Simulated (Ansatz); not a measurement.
# La3AlN (Pm-3m): phonons and vibrational spectra

Wanted: vibrations and spectra of La3AlN (Pm-3m); the cell is already relaxed. After the zone centre comes a 2×2×2 q mesh on a 8×8×8 k mesh.

Main program and level: Ansatz 0.2.0; DFT PBEsol, scalar-relativistic, plane waves, PAW; PAW set soft_1.

**1. The structure**

It takes space group Pm-3m (No. 221, cubic). The conventional cell has a = 5.027 Å, b = 5.027 Å, c = 5.027 Å, α = 90.00°, β = 90.00°, γ = 90.00°. La has 2 N at 2.51 Å nearest. Nearest to Al lie 12 La at 3.55 Å. N has 6 La at 2.51 Å nearest. Farther neighbours and most contacts between anions are not listed.

**2. Linear response at the zone centre**

The cell comes from relaxations at this level that are not shown. The zone centre comes first: it holds the modes that light can see, as far as symmetry allows. No field response is asked, since the mesh shows no gap.

File input.yaml:

```yaml
crystal:
  lattice:
    - [5.0274630592, 0.0, 0.0]
    - [0.0, 5.0274630592, 0.0]
    - [0.0, 0.0, 5.0274630592]
  atoms:
    - { symbol: La, position: [0.5, 0.5, 0.0] }
    - { symbol: La, position: [0.0, 0.5, 0.5] }
    - { symbol: La, position: [0.5, 0.0, 0.5] }
    - { symbol: Al, position: [0.0, 0.0, 0.0] }
    - { symbol: "N", position: [0.5, 0.5, 0.5] }
kpoints:
  mp_grid: { grid: [8, 8, 8] }
hamiltonian:
  xc: pbesol
  pseudopotentials: { kind: paw, azcp: { folder: soft_1 }, xc_functional: pbe }
scf:
  occupations: { method: methfessel_paxton, width: 0.2 }
output:
  eigenvalues: true
phonons:
  method: dfpt
```

Command:

```sh
$ ansatz run input.yaml --threads 4 --pin off --max-ram 10240MiB --backend cpu --events-out ev --progress --plain --runs-dir out
```

Numbers of over 12 decimals in the logs are rounded to 6 here.

Log:

```text
zone centre: on kpoints.mp_grid the ground state, and the responses unless they are solved on pairs of k-points, stand on 125 of the mesh's 512 k-points, reduced under 8 symmetry operations, with k and −k counted as one. Each operation leaves every solved displacement unchanged or reverses it
Engine: ansatz 0.2.0, aarch64-unknown-linux-gnu
Pseudopotentials: kind: paw
Pseudopotential: La, paw, valence charge 11, recommended cutoff 420 eV (normal), soft_1/La.paw.azcp
Pseudopotential: Al, paw, valence charge 3, recommended cutoff 420 eV (normal), soft_1/Al.paw.azcp
Pseudopotential: N, paw, valence charge 5, recommended cutoff 420 eV (normal), soft_1/N.paw.azcp
Functional definition: PBEsol
  exchange = pbesol_x
  correlation = pbesol_c
Crystal: 5 atoms, lattice volume = 127.071 Å³
Basis set: ecut = 420 eV, 2517 PW (Γ), exchange–correlation on 72×72×72 points (8 copies of the dense FFT grid, shifted against one another)
Bands: 26, of which v1, the nominal top of the filled ones, is band 21 counted from 1 (20 counted from 0)
Symmetry: 48 space group operations
k-points: 125 of 512 (irreducible under 8 space group operations)
Non-local potential: La, projectors of the file, l = 0: 3, l = 1: 2, l = 2: 2, l = 3: 3
Non-local potential: Al, projectors of the file, l = 0: 2, l = 1: 2, l = 2: 1
Non-local potential: N, projectors of the file, l = 0: 2, l = 1: 2, l = 2: 1
PAW form: soft (Blöchl's): semilocal exchange-correlation on the pseudo side does not see the compensation charge
PAW frozen core: La, regenerated for the run's functional, and the local potential with it (the file was generated under x = pbe(κ = 0.804, μ = 0.219515), c = pbe(β = 0.066725))
PAW frozen core: Al, regenerated for the run's functional, and the local potential with it (the file was generated under x = pbe(κ = 0.804, μ = 0.219515), c = pbe(β = 0.066725))
PAW frozen core: N, regenerated for the run's functional, and the local potential with it (the file was generated under x = pbe(κ = 0.804, μ = 0.219515), c = pbe(β = 0.066725))
PAW one-centre angular grid: La, 590 points (default); XC on 64 Gauss nodes
PAW one-centre angular grid: Al, 110 points (default); XC on 64 Gauss nodes
PAW one-centre angular grid: N, 110 points (default); XC on 64 Gauss nodes
Initial density: superposition of atomic densities (chi_scale 0.1, normalization cell, long waves kept (reshape's long-wave potential 0.00 eV rms))
Initial wavefunctions: pseudopotential atomic-orbital guess
Functional: x = pbesol(κ = 0.804, μ = 0.123457), c = pbesol(β = 0.046)
SCF iter   1: F=—  HF=-19391.475155 eV  |F-HF|=—  |Δ(HF+E_count)|=         —  Δρ=2.53e-2  dr2=4.92e-1  ethr=3.10e-3  ⟨swp⟩=5.0  Hψ=15847  notcnv=0
preconditioner: auto → Kerker (q_TF=auto, 2.260 Å⁻¹)  [metal: Δε(μ)=0.080 eV  Ē_g=11.086 eV  σ=0.200 eV  W_gap=0.33  n_scr=26 (ndim 8)  ℏωp=19.5 eV  f_vac=0.000  D(μ)=1.74/eV (n_scr^D=6)]
SCF iter   2: F=—  HF=-19391.417742 eV  |F-HF|=—  |Δ(HF+E_count)|=   5.74e-2  S|Δr|=    0.00e0  Δρ=1.21e-2  dr2=1.66e-1  ethr=1.20e-3  ⟨swp⟩=2.2  Hψ=5989  notcnv=0  defer=21
SCF iter   3: F=—  HF=-19391.395675 eV  |F-HF|=—  |Δ(HF+E_count)|=   2.21e-2  S|Δr|=    0.00e0  Δρ=6.68e-3  dr2=3.91e-2  ethr=4.06e-4  ⟨swp⟩=3.0  Hψ=5020  notcnv=0  defer=21
SCF iter   4: F=—  HF=-19391.387373 eV  |F-HF|=—  |Δ(HF+E_count)|=   8.30e-3  S|Δr|=    0.00e0  Δρ=1.14e-3  dr2=1.66e-3  ethr=9.54e-5  ⟨swp⟩=2.0  Hψ=3836  notcnv=0  defer=21
SCF iter   5: F=—  HF=-19391.387358 eV  |F-HF|=—  |Δ(HF+E_count)|=   1.56e-5  S|Δr|=    0.00e0  Δρ=1.46e-4  dr2=5.82e-5  ethr=4.04e-6  ⟨swp⟩=2.4  Hψ=5834  notcnv=0  defer=21
SCF iter   6: F=—  HF=-19391.387360 eV  |F-HF|=—  |Δ(HF+E_count)|=   1.71e-6  S|Δr|=    0.00e0  Δρ=2.74e-5  dr2=2.34e-6  ethr=1.42e-7  ⟨swp⟩=2.0  Hψ=4217  notcnv=0  defer=21
SCF iter   7: F=—  HF=-19391.387359 eV  |F-HF|=—  |Δ(HF+E_count)|=   4.07e-7  S|Δr|=    0.00e0  Δρ=7.38e-6  dr2=1.74e-7  ethr=5.71e-9  ⟨swp⟩=2.0  Hψ=5780  notcnv=0  defer=24
SCF iter   8: F=—  HF=-19391.387359 eV  |F-HF|=—  |Δ(HF+E_count)|=   2.71e-8  S|Δr|=    0.00e0  Δρ=1.61e-6  dr2=4.05e-9  ethr=4.25e-10  ⟨swp⟩=2.0  Hψ=4182  notcnv=0  defer=24
SCF iter   9: F=—  HF=-19391.387359 eV  |F-HF|=—  |Δ(HF+E_count)|=  6.91e-10  S|Δr|=    0.00e0  Δρ=3.81e-7  dr2=1.87e-10  ethr=9.88e-12  ⟨swp⟩=2.1  Hψ=5699  notcnv=0  defer=24
SCF iter  10: F=—  HF=-19391.387359 eV  |F-HF|=—  |Δ(HF+E_count)|=  1.82e-11  S|Δr|=    0.00e0  Δρ=7.21e-8  dr2=1.23e-11  ethr=1.00e-12  ⟨swp⟩=2.3  Hψ=4747  notcnv=0  defer=24
SCF iter  11: F=-19391.387359 eV  HF=-19391.387359 eV  |F-HF|=0.00e0  |Δ(HF+E_count)|=  3.64e-12  S|Δr|=    0.00e0  Δρ=2.06e-8  dr2=3.81e-13  ethr=1.00e-12  ⟨swp⟩=9.8  Hψ=18791  notcnv=0
SCF 1 converged in 11 iterations: F = -19391.387359 eV  dr2 = 3.81e-13
  greatest PAW one-centre occupation: 0.971 electrons in one spin orbital (limit 2), on the La atom at site 2 (counted from 0), in its partial waves of l = 0
DFPT response loops at Γ: preconditioner auto → Kerker (q_TF=auto, 2.260 Å⁻¹) (partly filled bands, converged f_vac=0.000); β = 1.00, the filter's whole step (`scf.mixing.beta` (0.50) is not read by the response loops under this deck's `scf.mixing.preconditioner`; to damp them name `kerker` or `kerker_dos`, under which they read `scf.mixing.beta`, and type it under 1.00, their step now; both keys bind the ground state too); Broyden in place of MSR1
SCF converged after 11 iterations
Stability not checked: this state was not tested for a lower state beside it, because cold or Methfessel-Paxton smearing, or corrected tetrahedra, fill the levels in a way that the test cannot read (fill_not_monotonic; see scf.lower_state_search)
Free energy (F): -19391.387359 eV
Harris-Foulkes:  -19391.387359 eV  (|F-HF|=0.00e0)
Internal energy: -19391.400477 eV  (E = F + TS)
E sigma→0 (E₀):  -19391.390639 eV
Entropy (-TS):   0.013118 eV (2.624 meV/atom)
Fermi energy:    10.788856 eV
--- Per-component energies (eV) ---
  E_band       = -97.879104
  E_kinetic    = 710.199915
  E_local      = -1389.162436  (includes V_loc(G=0)·N_el)
  E_nonlocal   = 312.152940
  E_hartree    = 527.469727
  E_xc         = -522.537733
  E_vxc        = -539.333119  (∫ρ·V_xc dr)
  E_paw        = -16566.334685  (= ΣΔE_a)
  E_vpaw       = -246.676668  (= ΣTr[D̂ρ^β])
  E_aug_tail   = 0.000808  (compensation charges beyond the density's cutoff)
  E_ewald      = -2463.743360
  E_core_change = 0.554346  (= ΣΔE_core)
  E_smearing   = 0.013118  (= −TS)
  E_closure    = 0.000000  (closes the sum)
  Σ components = -19391.387359   (vs F -19391.387359, Δ=0.00e0)
--- Band table (eV; the first three rows and the last of 125) ---
  k-point 0: bands = [... 17 lower, 9.8151, 9.8151, 9.9090, 9.9090, 9.9090, 11.7358, 11.7358, 11.7358, ... 1 higher]
  k-point 1: bands = [... 17 lower, 9.7183, 9.9562, 9.9762, 10.0642, 10.0642, 11.6296, 11.6783, 11.6783, ... 1 higher]
  k-point 2: bands = [... 17 lower, 9.3373, 10.0847, 10.2388, 10.2388, 10.4270, 11.6406, 11.7337, 11.7337, ... 1 higher]
  k-point 124: bands = [... 17 lower, 11.2058, 11.2058, 11.2058, 11.5689, 11.5689, 11.5689, 12.4080, 12.4080, ... 1 higher]
--- Phonons (Γ-DFPT): 4 representative perturbations + reference, on 125 of 512 k-points (Σ response iterations 14) ---
  k mesh reduced under 8 symmetry operations, with k and −k counted as one. Each operation leaves every solved displacement unchanged or reverses it
  ASR residual: 3.825e-5 → 0.000e0 eV/Å²; symmetrization residual: 9.585e-7 eV/Å²
  ASR residual per site (eV/Å²): 1.84e-5 1.84e-5 1.84e-5 7.77e-6 3.83e-5
  Γ frequencies (cm⁻¹): 0.00 0.00 0.00 72.97 72.97 72.97 137.34 137.34 137.34 147.90 147.90 147.90 326.37 326.37 326.37
  non-analytic LO–TO correction: not included (Born effective charges unavailable; polar crystals: no LO–TO splitting at Γ)
```

Run time: 84 s. Hardware: 4 threads of Arm Neoverse V1, shared host; peak memory 2 GiB.

Reading the cycles: dr2 is the Hartree energy of the density residual (eV), the measure of convergence; HF is the Harris–Foulkes estimate of the energy, which meets the free energy F at convergence.

Numbers from this step:

* volume per atom: 25.41 Å³
* gap on the k-mesh: 0 eV
* sum-rule residual before enforcement: 3.83e-5 eV/Å²
* point group: m-3m
* highest optical mode at the zone centre (no LO-TO term): 326.4 cm⁻¹
* lowest optical zone-centre mode: 72.97 cm⁻¹

Patterns of degenerate modes are one choice out of their space. The modes at Γ (shares of kinetic energy by element, %):

```tsv
mode	frequency (cm⁻¹)	symmetry	La %	Al %	N %
1	0.0	acoustic	91	6	3
2	0.0	acoustic	91	6	3
3	0.0	acoustic	91	6	3
4	73.0	T2u	100	0	0
5	73.0	T2u	100	0	0
6	73.0	T2u	100	0	0
7	137.3	T1u	99	0	1
8	137.3	T1u	99	0	1
9	137.3	T1u	99	0	1
10	147.9	T1u	6	94	0
11	147.9	T1u	6	94	0
12	147.9	T1u	6	94	0
13	326.4	T1u	4	0	96
14	326.4	T1u	4	0	96
15	326.4	T1u	4	0	96
```

Displacements in mode 4 (73.0 cm⁻¹), the largest set to 1:
```
La1  0.06 -1.00  0.00
La2  0.00  1.00  0.08
La3 -0.06  0.00 -0.08
Al4  0.00  0.00  0.00
N5   0.00  0.00  0.00
```

Displacements in mode 14 (326.4 cm⁻¹), the largest set to 1:
```
La1  0.00 -0.02 -0.01
La2  0.00 -0.02  0.00
La3  0.00 -0.05  0.00
Al4  0.00 -0.02  0.00
N5   0.00  1.00  0.10
```

Before it was imposed, the acoustic sum rule was missed by 3.8e-5 eV/Å². Small misses are needed for a sound result but don't prove that mesh and cutoff are converged. The lowest optical mode is real, 73.0 cm⁻¹.

**3. Response at finite wavevector**

Stability and thermal properties need the whole zone. Linear response on a 2×2×2 q mesh gives force constants as far as a supercell of that size would.

Changes to input.yaml since step 2:

```diff
@@ -22 +22,8 @@
   method: dfpt
+  qmesh: [2, 2, 2]
+  temperatures: { t_max: 1000, t_step: 50 }
+  qpath:
+    path:
+      - [[0.0, 0.0, 0.0], [0.0, 0.5, 0.0], [0.5, 0.5, 0.0], [0.0, 0.0, 0.0], [0.5, 0.5, 0.5], [0.0, 0.5, 0.0]]
+      - [[0.5, 0.5, 0.5], [0.5, 0.5, 0.0]]
+    npoints: 10
```

Log:

```text
[...]
Crystal: 5 atoms, lattice volume = 127.071 Å³
Basis set: ecut = 420 eV, 2517 PW (Γ), exchange–correlation on 72×72×72 points (8 copies of the dense FFT grid, shifted against one another)
Bands: 26, of which v1, the nominal top of the filled ones, is band 21 counted from 1 (20 counted from 0)
Symmetry: 48 space group operations
k-points: 35 of 512
[...]
SCF iter   1: F=—  HF=-19391.475174 eV  |F-HF|=—  |Δ(HF+E_count)|=         —  Δρ=2.53e-2  dr2=4.92e-1  ethr=3.10e-3  ⟨swp⟩=5.0  Hψ=4450  notcnv=0
[...]
SCF iter  11: F=-19391.387359 eV  HF=-19391.387359 eV  |F-HF|=3.64e-12  |Δ(HF+E_count)|=  3.64e-12  S|Δr|=    0.00e0  Δρ=2.04e-8  dr2=3.74e-13  ethr=1.00e-12  ⟨swp⟩=9.6  Hψ=5237  notcnv=0
SCF 1 converged in 11 iterations: F = -19391.387359 eV  dr2 = 3.74e-13
[...]
phonons: the bands overlap, so this run is a metal and interpolates without the dipole-dipole term. If the crystal is really an insulator or semiconductor, its LO-TO splitting is missing
NSCF: frozen V_eff on 35 k-points
WARN: eigensolver did not converge in 3 slots of this pass, the one above among them; of largest residual over every band (k=27): 1 band(s) unlocked (lowest unlocked band 25, counted from 0; max residual 2.83e-4 eV among the unlocked bands, 2.83e-4 eV over every band); of lowest unlocked band (k=21): band 25
[...]
DFPT response loops at q = (0, 0, 0) (fractional): preconditioner auto → Kerker (q_TF=auto, 2.260 Å⁻¹) (partly filled bands, converged f_vac=0.000); β = 1.00, the filter's whole step (`scf.mixing.beta` (0.50) is not read by the response loops under this deck's `scf.mixing.preconditioner`; to damp them name `kerker` or `kerker_dos`, under which they read `scf.mixing.beta`, and type it under 1.00, their step now; both keys bind the ground state too); Broyden in place of MSR1
[...]
SCF converged after 11 iterations
[...]
Free energy (F): -19391.387359 eV
[...]
Internal energy: -19391.400477 eV  (E = F + TS)
E sigma→0 (E₀):  -19391.390639 eV
Entropy (-TS):   0.013118 eV (2.624 meV/atom)
Fermi energy:    10.788856 eV
[...]
--- Band table (eV; the first three rows and the last of 35) ---
  k-point 0: bands = [... 17 lower, 9.8151, 9.8151, 9.9090, 9.9090, 9.9090, 11.7358, 11.7358, 11.7358, ... 1 higher]
  k-point 1: bands = [... 17 lower, 9.7183, 9.9562, 9.9762, 10.0642, 10.0642, 11.6296, 11.6783, 11.6783, ... 1 higher]
  k-point 2: bands = [... 17 lower, 9.3373, 10.0847, 10.2388, 10.2388, 10.4270, 11.6406, 11.7337, 11.7337, ... 1 higher]
  k-point 34: bands = [... 17 lower, 11.2058, 11.2058, 11.2058, 11.5689, 11.5689, 11.5689, 12.4080, 12.4080, ... 1 higher]
--- Phonons (Γ-DFPT): 4 representative perturbations + reference (Σ response iterations 14) ---
  ASR residual: 3.961e-5 → 0.000e0 eV/Å²; symmetrization residual: 9.919e-7 eV/Å²
  ASR residual per site (eV/Å²): 1.57e-5 1.57e-5 1.57e-5 6.76e-6 3.96e-5
[...]
--- Phonons (arbitrary-q DFPT): 4 irreducible q on the 2×2×2 mesh ---
  q = [0.0000, 0.0000, 0.0000] (star 1, of the zone-centre solve; hermiticity 2.48e-7, symmetrization 1.89e-12): -0.00 -0.00 0.00 72.97 72.97 72.97 137.34 137.34 137.34 147.90 147.90 147.90 326.37 326.37 326.37
  q = [0.0000, 0.0000, -0.5000] (star 3, 9 solved perturbations in 975 linear systems a pass and spin channel, the states on 125 of 512 k-point pairs; hermiticity 2.20e-7, symmetrization 1.46e-12): 59.21 59.21 69.64 74.25 74.25 88.64 124.58 124.58 125.37 167.95 167.95 184.43 287.92 287.92 385.99
[...]
sum rule: each row above includes the acoustic sum rule's correction from the zone centre's row sums; it moved no ω² by more than (0.88 cm⁻¹)²
  mesh force constants: q→R imaginary residual 2.76e-18; ASR residual 3.961e-5 → 0.000e0 eV/Å²; symmetrization residual 4.441e-15 eV/Å²
  interpolated dispersion: 62 rows × 15 modes
  density of states and harmonic sums: on the 12×12×12 q-mesh, interpolated from the force constants of a 2×2×2 supercell (no non-analytic term)
  largest difference from the sums on the solved wave vectors: F 7.96e-2 eV, S 1.12e-4 and C_V 3.22e-5 eV/K
  zero-point energy: 0.142663 eV/cell   skipped modes (ω ≤ 0): 3   left out of the sums: 1.16e-4 of the cell's modes: C_V's classical limit lies that fraction below 3 k_B per atom; for a crystal, a wire or a layer, F and S can be off by more, and a phonons.interpolated_qmesh denser along its periods is the remedy for the sampling
```

The job ended after 6.7 min (4 threads; peak memory 1.5 GiB; 26 min of CPU time).

This step gave:

* sum-rule residual before enforcement: 3.96e-5 eV/Å²
* lowest frequency on the path: 0 cm⁻¹
* highest frequency on the path or at a solved wavevector: 386 cm⁻¹
* mean frequency: 153.4 cm⁻¹
* Debye temperature (second moment): 339 K
* logarithmic mean frequency: 125.3 cm⁻¹
* lowest mode on the q mesh (acoustic modes at Γ apart): 27.53 cm⁻¹
* zero-point energy per atom: 28.53 meV
* heat capacity at 300 K: 23.48 J/(mol atoms K)
* vibrational entropy at 300 K: 38.40 J/(mol atoms K)
* edges of the widest gap between branches, on path and mesh: 193.3, 265.3 cm⁻¹

Frequencies (cm⁻¹) solved at each irreducible wavevector; negative means imaginary. Frequencies by wavevector, by row:

```tsv
q in reciprocal lattice units	star	mode 1	mode 2	mode 3	mode 4	mode 13	mode 14	mode 15
0 0 0	1	0	0	0	73	326.4	326.4	326.4
0 0 -0.5	3	59.2	59.2	69.6	74.2	287.9	287.9	386
0 -0.5 -0.5	3	33.4	76.9	76.9	77.3	265.3	370.2	370.2
-0.5 -0.5 -0.5	1	27.5	27.5	27.5	102.3	359.2	359.2	359.2
```

Interpolated from a 2×2×2 q mesh. The phonon branches at the labelled points (cm⁻¹):

```tsv
point	branch 1	branch 2	branch 3	branch 4	branch 12	branch 13	branch 14	branch 15
Γ	0	0	0	73	148	326	326	326
halfway	37	37	65	71	167	308	308	357
X	59	59	70	74	184	288	288	386
halfway	51	66	70	76	177	277	331	378
M	33	77	77	77	175	265	370	370
halfway	49	50	67	74	168	292	344	344
Γ	0	0	0	73	148	326	326	326
halfway	52	52	56	85	169	333	333	334
R	28	28	28	102	193	359	359	359
halfway	47	53	55	87	171	322	324	372
X	59	59	70	74	184	288	288	386
jump to R	28	28	28	102	193	359	359	359
halfway	31	48	48	97	179	314	365	365
M	33	77	77	77	175	265	370	370
```

[end of part 1 of 2]

[Logs are printed without paths, hosts, clocks, repeated set-up lines and the standing remarks that a program may print on its own settings, such as how far it seeks lower states.]

[Hosts, paths, dates, database ids (printed as entryN), source tags and the programs' standing remarks are cut or masked in the printed files.]
